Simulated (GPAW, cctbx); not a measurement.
## Bonding in ZnGe3P4 as X-rays see it

Question: by how much does bonding change the X-ray structure factors of ZnGe3P4, how firmly does DFT give the change, and what does a routine refinement make of it?

The cell comes from substitution in a known structure type and wasn't matched to any measured phase. All numbers below are calculated.

**1. Relax the structure**

The density hangs on the geometry, so cell and atoms are relaxed first, with the symmetry held. The cutoff is set higher than for the density because stress converges slowly with plane waves.

Settings: GPAW 26.7.0, PBE, 570 eV, 3×3×3 k-points, Fermi–Dirac width 0.05 eV, BFGS to 0.03 eV/Å.

```text
cell
1.0
     5.378000000    0.000000000    0.000000000
     0.000000000    5.378000000    0.000000000
    -2.689000000   -2.689000000    5.357000000
Ge Zn P
3 1 4
Direct
0.250000000 0.750000000 0.500000000
0.750000000 0.250000000 0.500000000
0.500000000 0.500000000 0.000000000
0.000000000 0.000000000 0.000000000
0.368000000 0.368000000 0.241200000
0.632000000 0.126800000 0.758800000
0.873200000 0.873200000 0.241200000
0.126800000 0.632000000 0.758800000
```

```console
$ OMP_NUM_THREADS=1 mpirun -n 4 gpaw python run.py > gpaw.log
```

```text
BFGS:    0      -35.602951        1.058208
BFGS:    1      -35.652230        1.008729
BFGS:    2      -35.967184        0.531686
BFGS:    3      -36.037770        0.265287
...
BFGS:   17      -36.087746        0.126448
BFGS:   18      -36.091961        0.098827
BFGS:   19      -36.098071        0.013684
cell  5.6980 5.6980 6.6622  115.32 115.32 90.00
volume 172.264 A^3, largest force 0.009 eV/A, largest stress 0.05 GPa
```

After 19 steps the volume has changed by +11.2 % and the energy by -0.495 eV; the largest stress left is 0.05 GPa. It took 2.4 min on 4 cores of Arm Neoverse V2 (shared host), peak memory 1.2 GiB.

Relaxed structure: I-42m (no. 121), a = 5.6980 Å, b = 5.6980 Å, c = 10.6115 Å, α = 90.00°, β = 90.00°, γ = 90.00°.

| atom | mult. | x | y | z |
| --- | --- | --- | --- | --- |
| Ge1 | 4 | 1/2 | 0 | 1/4 |
| Ge2 | 2 | 1/2 | 1/2 | 0 |
| Zn1 | 2 | 0 | 0 | 0 |
| P1 | 8 | 0.7519 | 0.2481 | 0.1251 |

**2. The all-electron density**

X-rays see the whole electron density, so the PAW density is rebuilt with its core regions. Subtracting spherical free atoms from the same code cancels the cores and leaves the deformation density Δρ, the part due to bonding.

Settings: PBE, 450 eV, 4×4×4 k-points, Fermi–Dirac width 0.05 eV; primitive cell of 8 atoms.

```console
$ OMP_NUM_THREADS=1 mpirun -n 4 gpaw python run.py > gpaw.log
```

```text
|iter:   1|       0s |  -36.548979 | +0.19 |       |
|iter:   2|       1s |  -36.442930 | -1.60 | -1.02 |
|iter:   3|       3s |  -35.964815 | -1.74 | -1.06 |
...
|iter:   8|       9s |  -35.917793c| -5.85 | -3.65 |
|iter:   9|      11s |  -35.917814c| -6.72 | -4.10c|
|iter:  10|      12s |  -35.917811c| -7.85c| -4.53c|
```

```text
gpts.py:43: UserWarning: Initial realspace grid (28,28,35) inconsistent with symmetries.
gpts.py:43: UserWarning: Initial realspace grid (28,28,35) inconsistent with symmetries.
gpts.py:43: UserWarning: Initial realspace grid (28,28,35) inconsistent with symmetries.
gpts.py:43: UserWarning: Initial realspace grid (28,28,35) inconsistent with symmetries.
gpts.py:70: UserWarning: Using symmetrized grid: (35,35,35).
gpts.py:70: UserWarning: Using symmetrized grid: (35,35,35).
gpts.py:70: UserWarning: Using symmetrized grid: (35,35,35).
gpts.py:70: UserWarning: Using symmetrized grid: (35,35,35).
grid (70, 70, 70)  electrons 186.000  moved by bonding 1.740 e
deformation density beyond 0.5 A of the nuclei: max 0.145, min -0.085 e/A^3
atom        x       y       z   Voronoi charge  moment
Ge1    0.7500  0.2500  0.5000      0.110       0.00
Ge2    0.2500  0.7500  0.5000      0.110       0.00
Ge3    0.5000  0.5000  0.0000      0.156       0.00
Zn4    0.0000  0.0000  0.0000      0.205       0.00
P 5    0.8770  0.3732  0.2502     -0.145       0.00
P 6    0.6268  0.6268  0.7498     -0.145       0.00
P 7    0.3732  0.8770  0.2502     -0.145       0.00
P 8    0.1230  0.1230  0.7498     -0.145       0.00
mean inner potential of superposed free atoms 13.862 V
total magnetic moment 0.000 muB
```

Deformation density in a plane through the shortest contact of the Zn atom at the origin, in 0.01 e/Å³ (clipped at ±99); x from -1.6 to 4.0 Å, y from 2.4 down to -2.4 Å:

```text
 11   2   .   .  -8  -4  -2  -1  -1  -1  -1  -1  -1  -1  -1  -1
  8  -1   .   .  -2  -2  -1  -1  -1  -1  -1  -1  -1  -1  -1  -1
  2   1   6  13   9   3   0   0  -1  -1  -1  -1  -1  -1  -1  -1
  0   3   8  12   9   3   0   0   0  -1  -2  -2   0   0  -1  -1
  0   1   3   1  -3  -5  -3   1   3   0  -6  -6  -1   1   0  -1
 -1  -2  -4  -6   .  -6  -6   4   9   5  -5   .  -3   0   0  -1
 -1  -2  -5  -5   .   .  -8   5  14  11   .   .  -5  -2  -1  -1
 -1  -2  -4  -6   .  -5  -5   4   9   6  -3   .   1   1   0  -1
 -1  -1  -1  -4  -5  -5  -3   1   3   1   2   8  11   7   1  -1
 -1   0   0  -1  -2  -2  -2  -1   0   1   4  11  12   6   0  -1
 -1  -1   0   0  -1  -1  -1  -1  -1  -1   1   3   1  -2  -3   0
 -1  -1  -1  -1  -1  -1  -1  -1  -2  -2  -3  -4   .   .  -4   3
 -1  -1  -1  -1  -1  -1  -1  -1  -2  -3  -4  -4   .   .  -4   5
```

Atoms in or within 0.15 Å of the plane: Ge (3.1, -2.3), Zn (0.0, 0.0), P (2.4, 0.0), P (-0.7, 2.3) Å. Dots mark points within about 0.45 Å of a nucleus; large values next to them are atomic features.

P gains most (-0.14 e) and Zn loses most (+0.20 e), in averages over each element's sites, as electronegativity suggests. Such charges fall far short of formal ones, since overlapping free atoms already put density on their neighbours. Along the shortest contact from the Zn atom at the map's origin, Zn–P at 2.40 Å, Δρ is +0.11 e/Å³ at the midpoint and highest, +0.14, 1.49 Å from Zn (points within 0.5 Å of a nucleus left out): a bond charge, the mark of covalency, pulled towards P. At the midpoints of other shortest contacts it is +0.13 (Ge–P, 2.41 Å) e/Å³. Point values carry grid noise of about 0.01 e/Å³. The run needed 10 iterations, 19 s.

**3. Structure factors**

The Fourier components of Δρ, added to those of the free atoms, give the static X-ray structure factors; the Mott–Bethe relation turns them into the Fourier components V of the potential that fast electrons feel.

```text
static structure factors of the conventional cell: F in electrons, V (Mott-Bethe) in volts
   h  k  l      d  |F| table  |F| free   |F| DFT   change   |V| free  |V| DFT  change %
   0  0  2  5.3057     3.423     3.379     3.588    0.209     0.289    0.211    -27.0
   1  0  1  5.0201     2.333     2.294     2.367    0.072     0.229    0.205    -10.6
   1  1  0  4.0291     2.956     2.963     3.184    0.220     0.220    0.173    -21.6
   1  1  2  3.2088   234.043   234.233   234.953    0.720     6.315    6.183     -2.1
   1  0  3  3.0052     3.418     3.522     3.568    0.046     0.181    0.175     -3.1
   2  0  0  2.8490   121.840   121.698   120.959   -0.739     1.116    1.196      7.2
   0  0  4  2.6529   120.514   120.281   119.755   -0.526     1.097    1.147      4.5
   2  0  2  2.5100     2.456     2.605     2.777    0.172     0.104    0.090    -13.9
   2  1  1  2.4778     3.549     3.691     3.828    0.137     0.142    0.131     -7.3
   1  1  4  2.2157     2.591     2.751     2.908    0.157     0.083    0.074    -11.9
   2  1  3  2.0676     2.348     2.481     2.652    0.171     0.065    0.055    -14.4
   2  2  0  2.0145   263.180   262.730   262.310   -0.420     5.896    5.919      0.4
   1  0  5  1.9888     3.272     3.427     3.634    0.207     0.084    0.073    -13.0
   2  0  4  1.9415   259.401   258.877   258.133   -0.744     5.671    5.708      0.7
```

The largest X-ray change is -0.74 e on 204, 0.3 % of |F|. For electrons V goes as (Z − F)/g², so a change of F counts against Z − F, which is small at low angle and wherever the atoms' terms cancel: |V| of 002 moves by -27.0 % (0.29 to 0.21 V) against +6.2 % in |F|. The last three rows still change by up to 0.74 e; the table stops while the angles are still low. The tabulated Hartree–Fock atoms differ from the free DFT atoms by up to 0.52 e, so the choice of reference atom matters too.

**4. The functional ladder**

The same geometry is run with other functionals, to see whether the bonding signal is larger than the spread between approximations. Free atoms are LDA for LDA and PBE otherwise; meta-GGAs and hybrids keep PBE cores. Any other changed setting is in the row's label.

| run | ΔF 200 (e) | ΔF 112 (e) | ΔF 004 (e) | q(P) (e) | moved (e) | time |
| --- | --- | --- | --- | --- | --- | --- |
| PBE | -0.739 | +0.720 | -0.526 | -0.145 | 1.740 | 19 s |
| LDA | -0.677 | +0.666 | -0.484 | -0.129 | 1.662 | 18 s |
| r2SCAN | -0.652 | +0.746 | -0.440 | -0.147 | 1.861 | 49 s |

At the base's settings ΔF(200) spans -0.739 to -0.652 e, a spread of 12 % of the PBE value; over the three listed reflections the spread is at most 16 %, so sign and size hold across the functionals. Times are from shared hosts.

**5. Refining ordinary atoms against data with bonding**

Routine crystallography fits spherical atoms. To see the bias, intensities are simulated from tabulated atoms plus the DFT change ΔF, so that bonding alone can misfit (5752 reflections of the full sphere, merged to the counts below, to 0.5 Å, 1.5 % proportional noise plus counting noise, assumed isotropic U as listed, Δρ smeared by the mean U) and refined with cctbx over different ranges.

| range | data | R1 | GooF | U Ge1 (true 0.0037) | U Ge2 (true 0.0037) | U Zn1 (true 0.0038) | U P1 (true 0.0047) | largest shift (Å) | Δρ max, min (e/Å³) |
| --- | --- | --- | --- | --- | --- | --- | --- | --- | --- |
| all data | 792 | 0.0076 | 0.94 | 0.0037 | 0.0037 | 0.0038 | 0.0047 | 0.0003 | 0.22, -0.24 |
| low resolution, d > 0.84 | 179 | 0.0064 | 1.04 | 0.0035 | 0.0035 | 0.0035 | 0.0046 | 0.0006 | 0.11, -0.09 |
| high order, d < 0.75 | 549 | 0.0084 | 0.92 | 0.0037 | 0.0037 | 0.0038 | 0.0047 | 0.0004 | 0.23, -0.21 |
| occupancies free, d > 0.7 | 300 | 0.0068 | 0.99 | 0.0036 | 0.0037 | 0.0038 | 0.0047 | 0.0002 | 0.14, -0.13 |

With all data GooF is 0.94, so at this noise the bonding hardly shows; the top residual peak, near noise level, lies 0.00 Å from Zn and 2.40 Å from P, on the atom. U of Zn1 is off by -8 % at low resolution and by +0 % from high-order data, where mostly the cores scatter (GooF 0.92). With Ge1 held at 1 and the scale free, the other occupancies refine to Ge2 1.002(0.001), Zn1 1.002(0.001) and P1 1.000(0.003), within three s.u. of full.

**6. Answer**

Bonding moves 1.74 e in the primitive cell of ZnGe3P4 and changes the structure factors of the conventional cell in the table above by at most 0.74 e (204, 0.3 %), and among reflections above 2 % of the strongest by up to 0.6 % (200). The shortest bond, Zn–P, has Δρ = +0.11 e/Å³ at its midpoint, a covalent bond charge. At the base's settings ΔF(200) spans -0.739 to -0.652 e, a spread of 12 % of the PBE value; over the three listed reflections the spread is at most 16 %, so sign and size hold across the functionals. With all data GooF is 0.94, so at this noise the bonding hardly shows. Limits: static density, frozen cores, no spin–orbit coupling.

[Outputs are excerpts: Python notices, other lines and further rows are left out; steps that failed or that the build refused (PBEsol, TPSS) are not shown.]

[Logs are printed without paths, hosts, clocks, repeated set-up lines and the standing remarks that a program may print on its own settings, such as how far it seeks lower states.]
